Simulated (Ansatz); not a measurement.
# Li5Zn2, from a guessed structure to a relaxed one, part 2 of 2

Starting from a made-up structure for Li5Zn2, the aim is the relaxed cell, its shortest contacts and, where a second run follows, its electronic structure.

Ansatz 0.2.0; DFT, r2SCAN, plane-wave PAW, files of the set soft_1, scalar-relativistic, no spin, cell and ions relaxed at zero pressure; PAW set soft_1 (the session's first sound run).

So far: The starting structure; Relaxation of the guess. The relaxed cell has a = 4.506, c = 19.086 Å (conventional setting).

## (3) Electronic structure of the relaxed cell

A second self-consistent run takes a narrower smearing and the mesh shown in its input; the bands follow along the standard path of the relaxed lattice.

This step: DFT, r2SCAN, plane-wave PAW, files of the set soft_1, scalar-relativistic, no spin, bands and density of states at the relaxed cell; PAW set soft_1 (Ansatz 0.2.0).

Contents of input.yaml:

```yaml
crystal:
  lattice:
    - [2.2531554526, 1.3008599071, 6.3618506693]
    - [-2.2531554526, 1.3008599071, 6.3618506693]
    - [0.0, -2.6017198142, 6.3618506693]
  atoms:
    - { symbol: Zn, position: [0.9332697851, 0.9332697851, 0.9332697851] }
    - { symbol: Zn, position: [0.0667302149, 0.0667302149, 0.0667302149] }
    - { symbol: Li, position: [0.6448364515, 0.6448364515, 0.6448364515] }
    - { symbol: Li, position: [0.3551635485, 0.3551635485, 0.3551635485] }
    - { symbol: Li, position: [0.7880000638, 0.7880000638, 0.7880000638] }
    - { symbol: Li, position: [0.2119999362, 0.2119999362, 0.2119999362] }
    - { symbol: Li, position: [0.5, 0.5, 0.5] }
kpoints:
  mp_grid: { grid: [8, 8, 8] }
  band_path:
    path:
      - [[0.0, 0.0, 0.0], [0.5, 0.0, 0.0], [0.5, 0.1945409, -0.1945409]]
      - [[0.8054591, 0.5, 0.1945409], [0.5, 0.5, 0.5], [0.0, 0.0, 0.0], [0.34727045, 0.0, -0.34727045]]
      - [[0.65272955, 0.34727045, 0.0], [0.5, 0.5, 0.0], [0.65272955, 0.65272955, 0.1945409], [0.5, 0.5, 0.5]]
      - [[0.5, 0.0, 0.0], [0.8054591, 0.34727045, 0.34727045]]
    npoints: 8
scf:
  occupations: { method: fermi_dirac, width: 0.03 }
  n_extra_bands: 11
hamiltonian:
  xc: r2scan
  pseudopotentials: { kind: paw, azcp: { folder: soft_1 } }
output:
  forces: true
  stress: true
  write_bands: true
  dos: { projected: true }
  write_density: true
  write_potential: true
  elf: true
  volumetric_format: npy
```

On the command line:

```
> ansatz run input.yaml --threads 4 --pin off --max-ram 10240MiB --backend cpu --events-out ev --progress --plain --runs-dir out
```

Numbers of over 12 decimals in the logs are rounded to 6 here.

What it wrote:

```text
[...]
Crystal: 7 atoms, lattice volume = 111.881 Å³
Basis set: ecut = 500 eV, 2831 PW (Γ), FFT grids on a1−a2, a2, −a2+a3, exchange–correlation on 144×216×144 points (64 copies of the dense FFT grid, shifted against one another)
Bands: 31, of which v1, the nominal top of the filled ones, is band 20 counted from 1 (19 counted from 0)
Symmetry: 12 space group operations
[...]
k-points: 65 of 512
[...]
SCF iter   1: F=—  HF=-7678.752850 eV  |F-HF|=—  |Δ(HF+E_count)|=         —  Δρ=5.70e-2  dr2=4.79e0  dr2_τ=1.23e-2  ethr=3.10e-3  ⟨swp⟩=7.2  Hψ=10593  notcnv=0  defer=45
[...]
SCF iter   9: F=-7677.725620 eV  HF=-7677.725620 eV  |F-HF|=4.79e-9  |Δ(HF+E_count)|=   1.54e-7  Δρ=3.40e-6  dr2=1.71e-8  dr2_τ=3.88e-11  ethr=2.56e-10  ⟨swp⟩=15.0  Hψ=15134  notcnv=0
SCF 1 converged in 9 iterations: F = -7677.725620 eV  dr2 = 1.71e-8
[...]
NSCF: frozen V_eff on 76 k-points
SCF converged after 9 iterations
Free energy (F): -7677.725620 eV
[...]
Internal energy: -7677.716930 eV  (E = F + TS)
E sigma→0 (E₀):  -7677.721275 eV
Entropy (-TS):   -0.008690 eV (-1.241 meV/atom)
Fermi energy:    3.909000 eV
[...]
--- Forces (eV/Å), atoms counted from 1 ---
  atom   1  Zn    -0.00000000     0.00000000     0.02168287
  atom   2  Zn    -0.00000000     0.00000000    -0.02168287
  atom   3  Li     0.00000000     0.00000000     0.00717062
  atom   4  Li    -0.00000000    -0.00000000    -0.00717062
  atom   5  Li     0.00000000    -0.00000000    -0.00845843
  atom   6  Li     0.00000000     0.00000000     0.00845843
  atom   7  Li     0.00000000    -0.00000000     0.00000000
  max |Σ_I F_I| component: 2.89e-18 eV/Å
--- Stress (GPa, compression-positive) ---
        0.426111       0.000000       0.000000
        0.000000       0.426111       0.000000
       -0.000000      -0.000000      -0.929793
  P = ⅓ Tr σ = -0.0259 GPa (-0.259 kbar)
--- Band table (eV; the first three rows and the last of 65) ---
  k-point 0: bands = [... 16 lower, 0.3614, 1.8639, 6.2122, 6.2122, 7.1994, 7.1994, 8.2082, 8.2082, ... 7 higher]
  k-point 1: bands = [... 16 lower, 0.4298, 2.0270, 4.8948, 5.5955, 6.4637, 6.7186, 7.9573, 8.4925, ... 7 higher]
  k-point 2: bands = [... 16 lower, 0.6463, 2.4419, 3.2599, 4.9026, 5.0302, 5.7654, 7.7303, 8.0006, ... 7 higher]
  k-point 64: bands = [... 16 lower, -1.1348, 5.0743, 5.8445, 5.8445, 5.9033, 7.0897, 7.0897, 8.9588, ... 7 higher]
```

Elapsed: 4 s, on 4 threads of AMD EPYC 9B45 (Zen 5), shared host; peak memory 0.9 GiB.

Reading the cycles: dr2 is the Hartree energy of the density residual (eV), the measure of convergence; HF is the Harris–Foulkes estimate of the energy, which meets the free energy F at convergence.

Numbers from this step:

- free energy: -7677.7256 eV
- energy at zero smearing: -7677.7213 eV
- smearing term TS: 0.008690 eV
- Fermi energy: 3.909 eV
- pressure: -0.02586 GPa

From bands.tsv, the bands that come nearest the Fermi level along the path, at its corners, in eV from the Fermi level:

| point | band 17 | band 18 | band 19 | band 20 | band 21 | band 22 | band 23 | band 24 |
| --- | --- | --- | --- | --- | --- | --- | --- | --- |
| Γ | -3.55 | -2.05 | 2.30 | 2.30 | 3.29 | 3.29 | 4.30 | 4.30 |
| L | -3.07 | -2.12 | -0.97 | -0.22 | 0.45 | 1.00 | 2.84 | 3.65 |
| B1 | -3.08 | -1.89 | -1.81 | -0.40 | -0.18 | 1.02 | 3.59 | 5.22 |
| B | -3.08 | -1.89 | -1.81 | -0.40 | -0.18 | 1.02 | 3.59 | 5.22 |
| Z | -5.04 | 1.17 | 1.94 | 1.94 | 1.99 | 3.18 | 3.18 | 5.05 |
| Γ | -3.55 | -2.05 | 2.30 | 2.30 | 3.29 | 3.29 | 4.30 | 4.30 |
| X | -2.98 | -1.94 | -1.60 | -0.99 | 0.44 | 0.51 | 3.68 | 4.69 |
| Q | -2.98 | -1.94 | -1.60 | -0.99 | 0.44 | 0.51 | 3.68 | 4.69 |
| F | -3.46 | -2.13 | -1.60 | -0.39 | 1.49 | 2.73 | 3.40 | 3.48 |
| P1 | -3.49 | -2.39 | -0.95 | -0.25 | 0.98 | 2.60 | 3.17 | 3.36 |
| Z | -5.04 | 1.17 | 1.94 | 1.94 | 1.99 | 3.18 | 3.18 | 5.05 |
| L | -3.07 | -2.12 | -0.97 | -0.22 | 0.45 | 1.00 | 2.84 | 3.65 |
| P | -3.49 | -2.39 | -0.95 | -0.25 | 0.98 | 2.60 | 3.17 | 3.36 |

States per cell as run, both spins, in windows of 1 eV, from dos.tsv (zero at the Fermi level):

```csv
from,to,total
-8,-7,14.00
-7,-6,6.33
-6,-5,1.64
-5,-4,0.43
-4,-3,1.24
-3,-2,0.89
-2,-1,1.58
-1,0,2.76
0,1,2.46
1,2,1.51
2,3,0.83
3,4,2.23
4,5,2.94
5,6,2.44
```

A further 10.0 states lie below the table's range.

Valence density in the ac plane of the conventional cell at fractional y = 0.000, with atoms of Zn and Li within 0.2 Å of it. It is the smooth field of the valence electrons, not physical close to the nuclei.

Ten steps, logarithmic in the rise over the least value, from '0' (0 e/Å³) to '9' (25 e/Å³), each cell a mean:
```
42100000000123
97310000000249
42100000000123
00000000000000
53000000000015
53000000000014
00000000000000
20000000000001
64000000000016
00000000000000
00000000000000
63000000000015
52000000000004
00000000000000
21000000000002
64000000000016
00000000000000
00000000000000
64000000000015
42000000000003
00000000000000
64100000000125
97310000000148
21100000000012
```
Columns run along a (4.5 Å), rows up along c (19.1 Å), edges of the conventional cell, whose origin can differ from the input's. Atoms in or near the plane, at fractional coordinates: Zn at (0.00, 0.93), Zn at (0.00, 0.07), Li at (0.00, 0.64), Li at (0.00, 0.36), Li at (0.00, 0.79), Li at (0.00, 0.21), Li at (0.00, 0.50).

ELF in the ac plane of the conventional cell at fractional y = 0.000, with atoms of Zn and Li within 0.2 Å of it. It is the smooth field of the valence electrons, not physical close to the nuclei.

Ten even steps from '_' (0.01) to '@' (0.83), each cell a mean:
```
..::--==++++==--==++==--::..
____..::==++++++++++--::____
..::--==++++====++**++==::::
--==++++++++==--==++++++==--
**--__::++++++++++++==....++
**--..--++**++++++**==....++
..::==++++++====++++++++--..
::....==++++++++++++++--....
@@++__::++++++++++++==....%%
....::==++++====++++++==::..
..::==++**++++++++****++--::
##--__::++++++++++++==....**
++::..--++++++++++++==....==
::--==++**++++++++****++--::
::....==++++====++++++--..::
@@++__::++++++++++++==....%%
....::==++++++++++++++--::..
..::--++++++====++++++==::..
%%==__::++**********==....**
==::..--++++++++++++==::..--
====++**++++==--==++**++++==
....::==++++++==++++++--::..
____..::==++++++++++--::____
::::--==++++----==++++==--::
```
Columns run along a (4.5 Å), rows up along c (19.1 Å), edges of the conventional cell, whose origin can differ from the input's. Atoms in or near the plane, at fractional coordinates: Zn at (0.00, 0.93), Zn at (0.00, 0.07), Li at (0.00, 0.64), Li at (0.00, 0.36), Li at (0.00, 0.79), Li at (0.00, 0.21), Li at (0.00, 0.50).

Electrostatic potential energy in the ac plane of the conventional cell at fractional y = 0.000, with atoms of Zn and Li within 0.2 Å of it. With pseudopotentials it is smooth inside the atoms' cores, unlike the true potential.

Ten even steps from '0' (-38 eV) to '9' (6 eV), each cell a mean:
```
45899999999964
00389999999600
45899999999974
99999999999999
35899999999974
35899999999974
99999999999999
78999999999987
13799999999862
88999999999998
99999999999999
25899999999963
46899999999975
99999999999999
67999999999987
14799999999862
88999999999998
89999999999999
24899999999963
56899999999975
99999999999999
23799999999852
00389999999610
67999999999986
```
Columns run along a (4.5 Å; values clipped at the 3rd and 97th percentile), rows up along c (19.1 Å), edges of the conventional cell, whose origin can differ from the input's. Atoms in or near the plane, at fractional coordinates: Zn at (0.00, 0.93), Zn at (0.00, 0.07), Li at (0.00, 0.64), Li at (0.00, 0.36), Li at (0.00, 0.79), Li at (0.00, 0.21), Li at (0.00, 0.50).

## (4) Results

| Item | Value |
| --- | --- |
| space group, relaxed | R-3m |
| conventional cell | a = 4.506, b = 4.506, c = 19.086 Å; α = 90.0°, β = 90.0°, γ = 120.0° |
| volume per atom | 15.98 Å³ (guess 15.47) |

Li5Zn2 relaxes to R-3m with a = 4.506, b = 4.506 and c = 19.086 Å. The guessed volume was 3 % too small. The space group R-3m was held in the relaxation, so the end point is a stationary structure within it and may be a saddle against distortions or other arrangements. Bands cross the Fermi level, so it is a metal or semimetal at this level. The electron count is odd, which forces that without spin polarisation or a larger cell. On the 8×8×8 mesh with the narrower smearing (relaxed on 7×7×7) the largest force component is 0.022 eV/Å and the largest stress component is 0.930 GPa, against the relaxation's thresholds of 0.015 eV/Å and 0.05 GPa. The cutoff wasn't tested. No dispersion term is used, so weakly bound directions may come out too long. Nothing here tests whether the compound is stable against decomposition.

[Logs are printed without paths, hosts, clocks, repeated set-up lines and the standing remarks that a program may print on its own settings, such as how far it seeks lower states.]

[Hosts, paths, dates, database ids (printed as entryN), source tags and the programs' standing remarks are cut or masked in the printed files.]
